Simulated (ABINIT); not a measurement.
## TiO2 (Anatase): G0W0 with ABINIT, start to end

How does a plane-wave GW calculation on TiO2 (Anatase) run from the first input to the gap?

Method: LDA and many-body steps on it, plane waves, in ABINIT 10.8.3.

**The experiments to reproduce.**

- Gap 3.21 eV: optical gap from Tauc plot; UV-vis diffuse reflectance, Tauc plot; powder (“IrO2 Oxygen Evolution Catalysts Prepared by an Optimized Photodeposition Process on TiO2 Substrates”, 2024, pmc:11124129).

- Gap 3.19 eV: optical gap from absorption edge; single-beam photoacoustic spectroscopy; powder (commercial TIO-13 powder, 93% anatase, no rutile, 70 m2/g) (“Combined Spectroscopic Methods of Determination of Density of Electronic States: Comparative Analysis of Diffuse Reflectance Spectroelectrochemistry and Reversed Double-Beam Photoacoustic Spectroscopy”, 2021, pmc:8041308).

- Gap 3.17 eV: gap from valence band edge and flat band potential; valence-band XPS and Mott-Schottky plots; film (“Enhancement of Titania Photoanode Performance by Sandwiching Copper between Two Titania Layers”, 2020, pmc:7579609).

- Gap 3.98 eV: direct quasiparticle gap around Gamma; experiment quoted from earlier work; bulk crystal (anatase, value from earlier experiment) (quoted in “Giant exciton Mott density in anatase TiO2”, 2020, arxiv:2007.10051).

- Gap 3.87 eV: direct optical gap from Tauc plot; UV-vis absorption, Tauc plot; film (thin TiO2 layer grown by atomic layer deposition) (“Development of 2-in-1 Sensors for the Safety Assessment of Lithium-Ion Batteries via Early Detection of Vapors Produced by Electrolyte Solvents”, 2023, pmc:10251352).

This is a selection; 13 further reports are not listed.

**1. Set-up**

It takes space group I4_1/amd (No. 141, tetragonal). The conventional cell has a = 3.784 Å, b = 3.784 Å, c = 9.515 Å, α = 90.00°, β = 90.00°, γ = 90.00°. Nearest to Ti lie 6 O at 1.93 to 1.98 Å. O has 3 Ti at 1.93 to 1.98 Å nearest. Farther neighbours and most contacts between anions are not listed.

The cell and positions come from the Crystallography Open Database and are kept as given unless a step says otherwise.

**2. Ground state**

This step: ABINIT 10.8.3; DFT, LDA, plane waves, norm-conserving pseudopotentials.

The ground-state density comes first.

The input, run.abi:

```
acell 3*1.0 Angstrom
rprim 
  -1.892100000000 1.892100000000 4.757300000000
  1.892100000000 -1.892100000000 4.757300000000
  1.892100000000 1.892100000000 -4.757300000000
ntypat 2
znucl 22 8
natom 6
typat 1 1 2 2 2 2
xred 
  0.000000000000 0.000000000000 0.000000000000
  0.750000000000 0.250000000000 0.500000000000
  0.208100000000 0.208100000000 0.000000000000
  0.958100000000 0.458100000000 0.500000000000
  0.541900000000 0.041900000000 0.500000000000
  0.791900000000 0.791900000000 0.000000000000
pp_dirpath "pseudos"
pseudos "Ti.upf, O.upf"
ecut 38
ngkpt 8 8 8
nshiftk 1
shiftk 0 0 0
kptopt 1
chksymbreak 0
nband 31
occopt 1
tolvrs 1e-10
nstep 60
prtwf 0
indata_prefix "in"
outdata_prefix "out"
tmpdata_prefix "tmp"
```

Run with:

```
$ OMP_NUM_THREADS=1 mpirun -n 4 abinit run.abi > log
```

Numbers of over 12 decimals in the logs are rounded to 6 here.

The program printed:

```text
.Version 10.8.3 of ABINIT. v10.8.2 released Aug 2026.

 Symmetries : space group I4_1/a m d (#141); Bravais tI (body-center tetrag.)
================================================================================
 Values of the parameters that define the memory need of the present run
     intxc =       0    ionmov =       0      iscf =       7    lmnmax =       6
     lnmax =       6     mgfft =      60  mpssoang =       3    mqgrid =    3001
     natom =       6  nloc_mem =       1    nspden =       1   nspinor =       1
    nsppol =       1      nsym =      16    n1xccc =    2501    ntypat =       2
    occopt =       1   xclevel =       1
-    mband =          31        mffmem =           1         mkmem =          15
       mpw =        5174          nfft =      216000          nkpt =          59
================================================================================
  Rough estimation (10% accuracy) of disk space for files :
================================================================================

--------------------------------------------------------------------------------
------------- Echo of variables that govern the present computation ------------
--------------------------------------------------------------------------------
 -outvars: echo values of preprocessed input variables --------
            acell      1.8897261259E+00  1.8897261259E+00  1.8897261259E+00 Bohr

      chksymbreak           0
             ecut      3.80000000E+01 Hartree
-          fftalg         312

              ixc       -1012
              kpt      0.00000000E+00  0.00000000E+00  0.00000000E+00
                       1.25000000E-01  0.00000000E+00  0.00000000E+00
                       2.50000000E-01  0.00000000E+00  0.00000000E+00
                       3.75000000E-01  0.00000000E+00  0.00000000E+00
                       5.00000000E-01  0.00000000E+00  0.00000000E+00
                       1.25000000E-01  1.25000000E-01  0.00000000E+00
                       2.50000000E-01  1.25000000E-01  0.00000000E+00
                       3.75000000E-01  1.25000000E-01  0.00000000E+00
                       5.00000000E-01  1.25000000E-01  0.00000000E+00
   [... 39 further rows ...]
                       5.00000000E-01  5.00000000E-01  2.50000000E-01
                      -3.75000000E-01  5.00000000E-01  2.50000000E-01
                       outvar_i_n : Printing only first  50 k-points.
         kptrlatt        8    0    0      0    8    0      0    0    8
          kptrlen      5.72088128E+01
P           mkmem          15
            natom           6
            nband          31
            ngfft          60      60      60
             nkpt          59
            nstep          60
             nsym          16
           ntypat           2
              occ      2.000000  2.000000  2.000000  2.000000  2.000000  2.000000
                       2.000000  2.000000  2.000000  2.000000  2.000000  2.000000
                       2.000000  2.000000  2.000000  2.000000  2.000000  2.000000
                       2.000000  2.000000  2.000000  2.000000  2.000000  2.000000
                       0.000000  0.000000  0.000000  0.000000  0.000000  0.000000
                       0.000000
            prtwf           0
            rprim     -1.8921000000E+00  1.8921000000E+00  4.7573000000E+00
[...]
spgroup         141

           tolvrs      1.00000000E-10

             xred      0.0000000000E+00  0.0000000000E+00  0.0000000000E+00
[...]
znucl       22.00000    8.00000

================================================================================

 chkinp: Checking input parameters for consistency.

================================================================================
== DATASET  1 ==================================================================
-   mpi_nproc: 4, omp_nthreads: 1 (-1 if OMP is not activated)

--- !DatasetInfo
iteration_state: {dtset: 1, }
dimensions: {natom: 6, nkpt: 59, mband: 31, nsppol: 1, nspinor: 1, nspden: 1, mpw: 5174, }
cutoff_energies: {ecut:  38.0, pawecutdg:  -1.0, }
electrons: {nelect:   4.80000000E+01, charge:   0.00000000E+00, occopt:   1.00000000E+00, tsmear:   1.00000000E-02, }

 Real(R)+Recip(G) space primitive vectors, cartesian coordinates (Bohr,Bohr^-1):
 R(1)= -3.5755508  3.5755508  8.9899941  G(1)=  0.0000000  0.1398386  0.0556174
 R(2)=  3.5755508 -3.5755508  8.9899941  G(2)=  0.1398386  0.0000000  0.0556174
 R(3)=  3.5755508  3.5755508 -8.9899941  G(3)=  0.1398386  0.1398386  0.0000000
 Unit cell volume ucvol=  4.5973260E+02 bohr^3
 Angles (23,13,12)=  1.39434593E+02  1.39434593E+02  5.87128032E+01 degrees

 getcut: wavevector=  0.0000  0.0000  0.0000  ngfft=  60  60  60
         ecut(hartree)=     38.000   => boxcut(ratio)=   2.09654

--- Pseudopotential description ------------------------------------------------
- Ti Generated using ONCVPSP code by D. R. Hamann
- 22.00000  12.00000  180309                  znucl, zion, pspdat
12 -1012 2 -1 1568                            pspcod,pspxc,lmax,lloc,mmax
     nproj     2     2     2
  pspatm : epsatm=   14.84363209
         --- l  ekb(1:nproj) -->
[...]
pspatm: atomic psp has been read  and splines computed

- O Generated using ONCVPSP code by D. R. Hamann
[...]
ETOT 12  -185.09905687830    -7.938E-10 1.348E-03 8.592E-06
 ETOT 13  -185.09905687936    -1.063E-09 1.671E-03 7.661E-07
 ETOT 14  -185.09905687946    -9.425E-11 1.042E-03 3.282E-09
 ETOT 15  -185.09905687946    -5.997E-12 1.085E-03 3.426E-10
 ETOT 16  -185.09905687946     3.354E-12 6.881E-04 7.707E-11

 At SCF step   16       vres2   =  7.71E-11 < tolvrs=  1.00E-10 =>converged.

 Cartesian components of stress tensor (hartree/bohr^3)
  sigma(1 1)=  2.63758869E-04  sigma(3 2)=  0.00000000E+00
  sigma(2 2)=  2.63758869E-04  sigma(3 1)=  0.00000000E+00
  sigma(3 3)=  2.35265312E-04  sigma(2 1)=  0.00000000E+00

--- !ResultsGS
iteration_state: {dtset: 1, }
comment   : Summary of ground state results
lattice_vectors:
- [ -3.5755508,   3.5755508,   8.9899941, ]
- [  3.5755508,  -3.5755508,   8.9899941, ]
- [  3.5755508,   3.5755508,  -8.9899941, ]
lattice_lengths: [  10.31451,   10.31451,   10.31451, ]
lattice_angles: [139.435, 139.435,  58.713, ] # degrees, (23, 13, 12)
lattice_volume:   4.5973260E+02
convergence: {deltae:  3.354E-12, res2:  7.707E-11, residm:  6.881E-04, diffor: null, }
etotal    :  -1.85099057E+02
entropy   :   0.00000000E+00
fermie    :   1.35350574E-01
cartesian_stress_tensor: # hartree/bohr^3
- [  2.63758869E-04,   0.00000000E+00,   0.00000000E+00, ]
- [  0.00000000E+00,   2.63758869E-04,   0.00000000E+00, ]
- [  0.00000000E+00,   0.00000000E+00,   2.35265312E-04, ]
pressure_GPa:  -7.4806E+00
xred      :
- [  0.0000E+00,   0.0000E+00,   0.0000E+00, Ti]
- [  7.5000E-01,   2.5000E-01,   5.0000E-01, Ti]
- [  2.0810E-01,   2.0810E-01,  -3.2879E-19,  O]
- [  9.5810E-01,   4.5810E-01,   5.0000E-01,  O]
- [  5.4190E-01,   4.1900E-02,   5.0000E-01,  O]
- [  7.9190E-01,   7.9190E-01,  -1.2512E-18,  O]
cartesian_forces: # hartree/bohr
- [  1.83855492E-30,   4.70668300E-30,   7.22801448E-20, ]
- [  5.14796518E-31,  -3.23586744E-30,   7.22801448E-20, ]
- [  1.86806665E-19,  -1.11423594E-18,  -2.70555138E-03, ]
- [  1.05343839E-20,   4.44215253E-19,  -2.70555138E-03, ]
- [ -1.86806665E-19,   1.11423594E-18,   2.70555138E-03, ]
- [ -1.05343839E-20,  -4.44215253E-19,   2.70555138E-03, ]
force_length_stats: {min:   7.22801448E-20, max:   2.70555138E-03, mean:   1.80370092E-03, }

 Integrated electronic density in atomic spheres:
 ------------------------------------------------
 Atom  Sphere_radius  Integrated_density
[...]
================================================================================

 ----iterations are completed or convergence reached----

 Mean square residual over all n,k,spin=   40.959E-07; max=  68.813E-05
 reduced coordinates (array xred) for    6 atoms
[...]
0.750000000000      0.250000000000      0.500000000000
       0.208100000000      0.208100000000     -0.000000000000
       0.958100000000      0.458100000000      0.500000000000
       0.541900000000      0.041900000000      0.500000000000
       0.791900000000      0.791900000000     -0.000000000000
 rms dE/dt=  1.9860E-02; max dE/dt=  2.4323E-02; dE/dt below (all hartree)
    1      -0.000000000000      0.000000000000     -0.000000000000
    2       0.000000000000     -0.000000000000      0.000000000000
    3       0.024322890935      0.024322890935     -0.024322890935
    4       0.024322890935      0.024322890935     -0.024322890935
    5      -0.024322890935     -0.024322890935      0.024322890935
    6      -0.024322890935     -0.024322890935      0.024322890935

 cartesian coordinates (angstrom) at end:
    1      0.000000     0.000000     0.000000
    2      0.000000     1.892100     2.378650
    3      0.000000    -0.000000     1.979988
    4      0.000000     1.892100     4.358638
[...]
cartesian forces (hartree/bohr) at end:
[...]
frms,max,avg= 1.2754092E-03 2.7055514E-03   0.000E+00  0.000E+00  0.000E+00 h/b

 cartesian forces (eV/Angstrom) at end:
[...]
2      0.000000    -0.000000     0.000000
    3      0.000000    -0.000000    -0.139125
    4      0.000000     0.000000    -0.139125
    5     -0.000000     0.000000     0.139125
    6     -0.000000    -0.000000     0.139125
 frms,max,avg= 6.5584175E-02 1.3912505E-01   0.000E+00  0.000E+00  0.000E+00 e/A
 length scales=  1.889726125908  1.889726125908  1.889726125908 bohr
              =  1.000000000000  1.000000000000  1.000000000000 angstroms
 prteigrs : about to open file out_EIG
 Fermi (or HOMO) energy (hartree) =   0.13535   Average Vxc (hartree)=  -0.41999
 Eigenvalues (hartree) for nkpt=  59  k points:
 kpt#   1, nband= 31, wtk=  0.00195, kpt=  0.0000  0.0000  0.0000 (reduced coord)
  -1.91134   -1.90896   -1.05961   -1.05039   -1.05039   -1.04761   -1.04761   -1.04438
  -0.49997   -0.46106   -0.45507   -0.44246   -0.00929   -0.00550   -0.00550    0.00902
   0.05898    0.05898    0.06132    0.10798    0.10798    0.10830    0.11917    0.11917
   0.21194    0.24047    0.28231    0.28232    0.28388    0.28389    0.33226
 prteigrs : prtvol=0 or 1, do not print more k-points.

--- !EnergyTerms
iteration_state     : {dtset: 1, }
comment             : Components of total free energy in Hartree
kinetic             :  8.99585124668403E+01
hartree             :  5.01383251614593E+01
xc                  : -3.36899752969911E+01
Ewald energy        : -1.22088434587365E+02
psp_core            :  5.72050176239306E+00
local_psp           : -1.65773821260375E+02
non_local_psp       : -9.36416512541970E+00
total_energy        : -1.85099056879458E+02
total_energy_eV     : -5.03680193051374E+03
band_energy         : -2.28099148617925E+01

 Cartesian components of stress tensor (hartree/bohr^3)
  sigma(1 1)=  2.63758869E-04  sigma(3 2)=  0.00000000E+00
  sigma(2 2)=  2.63758869E-04  sigma(3 1)=  0.00000000E+00
  sigma(3 3)=  2.35265312E-04  sigma(2 1)=  0.00000000E+00

-Cartesian components of stress tensor (GPa)         [Pressure= -7.4806E+00 GPa]
- sigma(1 1)=  7.76005384E+00  sigma(3 2)=  0.00000000E+00
- sigma(2 2)=  7.76005384E+00  sigma(3 1)=  0.00000000E+00
- sigma(3 3)=  6.92174444E+00  sigma(2 1)=  0.00000000E+00

== END DATASET(S) ==============================================================
================================================================================

 -outvars: echo values of variables after computation  --------
           etotal     -1.8509905688E+02
            nband          31
             nkpt          59
          spgroup         141
 [... the other variables as echoed above ...]

 Calculation completed.
```

The job ended after 3.9 min (4 MPI ranks of Arm Neoverse V1, shared host; peak memory 0.56 GiB; 16 min of CPU time).

Numbers from this step:

```
total energy               : -5036.8019 eV
gap                        : 2.084 eV
k of the valence top       : -0.375, 0.375, 0
k of the conduction bottom : 0, 0, 0
least direct gap           : 2.398 eV
pressure                   : -7.481 GPa
```

The gap is indirect, with the least direct gap 0.31 eV higher.

The cutoff was set for levels, not for stress, so the pressure can be off by some GPa.

[end of part 1 of 3]

[Paths, hosts, dates, memory and timing lines, banners, echoed tables and standing remarks are left out of the program output.]

[Logs are printed without paths, hosts, clocks, repeated set-up lines and the standing remarks that a program may print on its own settings, such as how far it seeks lower states.]

[Runs of the session that timed out or met a known fault of the program may be left out.]

[Hosts, paths, dates, database ids (printed as entryN), source tags and the programs' standing remarks are cut or masked in the printed files.]

[G0W0 gaps are taken among the corrected bands and points alone; a level outside them can change the order at an edge.]

[Where Ansatz stands beside ABINIT at settings called matched, ABINIT's density can come from a denser mesh and the files from another edition; pairs whose starting gaps differed by over 0.03 eV were left out, so agreement reads better than it is.]
